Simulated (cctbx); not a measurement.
**Solving a structure by charge flipping**

Cell a = 7.5270 Å, b = 7.5270 Å, c = 3.9190 Å, α = 90.00°, β = 90.00°, γ = 90.00°; space group P4_2/mnm (no. 136); content La2 Rh8 Ti4.

The data are simulated with cctbx, not measured: synchrotron X-rays, λ = 0.7749 Å, to d = 0.7 Å, 70 % of the full sphere, strongest reflection 20000 counts, noise from counting, a 6 % proportional error and a noise floor of 4 counts (s.d.); no absorption, and some extinction, which the refinements don't model.

1 earlier start (other random phases, and plain and normalised amplitudes in turn) led nowhere (symmetry correlation 0.80).

Charge flipping in P1 on normalised amplitudes to 0.7 Å, δ = 1.2 σ, 10 % of the reflections treated as weak, 450 cycles:

```text
cycle      R  skewness
    0  0.573     0.24
   37  0.390     2.96
   74  0.374     2.91
  111  0.371     2.87
  148  0.382     2.79
  185  0.377     2.88
  222  0.374     2.80
  259  0.370     2.95
  296  0.362     2.79
  333  0.383     2.98
  370  0.386     2.83
  407  0.369     2.84
  444  0.374     2.88
origin shift          correlation  skewness
 0.084  0.366  0.325      0.865      3.36
 0.075  0.898  0.341      0.818      1.85
 0.115  0.843  0.274      0.820      0.54
 0.145  0.397  0.436      0.825      0.84
taken: symmetry correlation 0.865, skewness 3.36
peak      x       y       z  mult  height/sigma
Q1    0.0000  0.0000  0.0000    2     15.3
Q2    0.0823  0.6406  0.5000    8      8.8
Q3    0.2106  0.2106  0.5000    4      5.7
Q4    0.0647  0.7806  0.5000    8      3.6
Q5    0.0838  0.3679  0.5000    8      3.4
Q6    0.1307  0.7129  0.0000    8      2.3
Q7    0.0456  0.0456  0.5000    4      2.1
Q8    0.9989  0.1974  0.0000    8      1.8
```

The origin is taken among those within 0.04 of the best correlation, by the skewness of the map.

Run time: 0.58 s on 1 thread of Intel(R) Xeon(R) CPU @ 2.60GHz (Ice Lake), on a shared host, peak memory 0.07 GiB.

**Question.** Which peaks are atoms, and which elements?

Heights go roughly as Z and multiplicities must add up to the content. First model: Q1 = La1 (2 in the cell, height 15.3), Q2 = Rh1 (8 in the cell, height 8.8) and Q3 = Ti1 (4 in the cell, height 5.7). Against the true structure, Q1 is La, Q2 is Rh and Q3 is Ti; the other peaks are not atoms.

Least squares on F², isotropic:

```text
Rint 0.052, 210 unique reflections to 0.70 A
cycle     R1     wR2    GooF  max shift (A)
   1  0.3264  0.6637  21.694   0.09507
   2  0.0122  0.0281   0.918   0.00001
final R1 0.0122 wR2 0.0281 GooF 0.918  parameters 6  data/parameter 35.0
atom        x        y        z      Ueq    occ   su(xyz)  su(Uiso or U11)
La1    0.00000  0.00000  0.00000   0.0030  1.000  0.00000  0.0001
Rh1    0.09451  0.64382  0.50000   0.0041  1.000  0.00003  0.0001
Ti1    0.21663  0.21663  0.50000   0.0042  1.000  0.00008  0.0002
difference map: max 1.03 min -1.10 rms 0.24
Q1    0.0000  0.5000  0.0000    4    1.03  1.30 A from Rh1
Q2    0.1888  0.7107  0.1691   16    0.87  0.97 A from Ti1
Q3    0.0012  0.3658  0.5000    8    0.76  0.72 A from Rh1
Q4    0.0633  0.4188  0.3680   16    0.71  1.38 A from Rh1
Q5    0.1209  0.2277  0.5000    8    0.71  0.73 A from Ti1
```

Anisotropic refinement:

```text
Rint 0.052, 210 unique reflections to 0.70 A
cycle     R1     wR2    GooF  max shift (A)
   1  0.0122  0.0281   0.935   0.00003
   2  0.0121  0.0278   0.924   0.00000
final R1 0.0121 wR2 0.0278 GooF 0.924  parameters 13  data/parameter 16.2
atom        x        y        z      Ueq    occ   su(xyz)  su(Uiso or U11)
La1    0.00000  0.00000  0.00000   0.0030  1.000  0.00000  0.0001
Rh1    0.09451  0.64382  0.50000   0.0041  1.000  0.00003  0.0001
Ti1    0.21663  0.21663  0.50000   0.0042  1.000  0.00008  0.0002
difference map: max 1.05 min -1.13 rms 0.24
Q1    0.0000  0.5000  0.0000    4    1.05  1.30 A from Rh1
Q2    0.1889  0.7103  0.1683   16    0.88  0.97 A from Ti1
Q3    0.0084  0.3672  0.5000    8    0.74  0.78 A from Rh1
Q4    0.0637  0.4184  0.3674   16    0.70  1.38 A from Rh1
Q5    0.1140  0.2279  0.5000    8    0.69  0.78 A from Ti1
Q6    0.1416  0.2480  0.1814   16    0.68  1.38 A from Rh1
```

**Reading.** The refinement ends at R1 = 0.0121, wR2 = 0.0278, GooF = 0.92, with difference density between -1.13 and 1.05 e/Å³. Every site matches the true model in element, within 0.001 Å r.m.s., up to an allowed shift of origin.

True model:

| atom | mult. | x | y | z | Ueq (Å²) |
| --- | --- | --- | --- | --- | --- |
| La1 | 2 | 1/2 | 1/2 | 1/2 | 0.0031 |
| Rh1 | 8 | 0.8562 | 0.4055 | 0 | 0.0042 |
| Ti1 | 4 | 0.2166 | 0.7834 | 1/2 | 0.0044 |

This is a model crystal, built by substitution and not relaxed, with assumed displacement parameters.

[Middle refinement cycles are left out of these outputs.]

[Logs are printed without paths, hosts, clocks, repeated set-up lines and the standing remarks that a program may print on its own settings, such as how far it seeks lower states.]
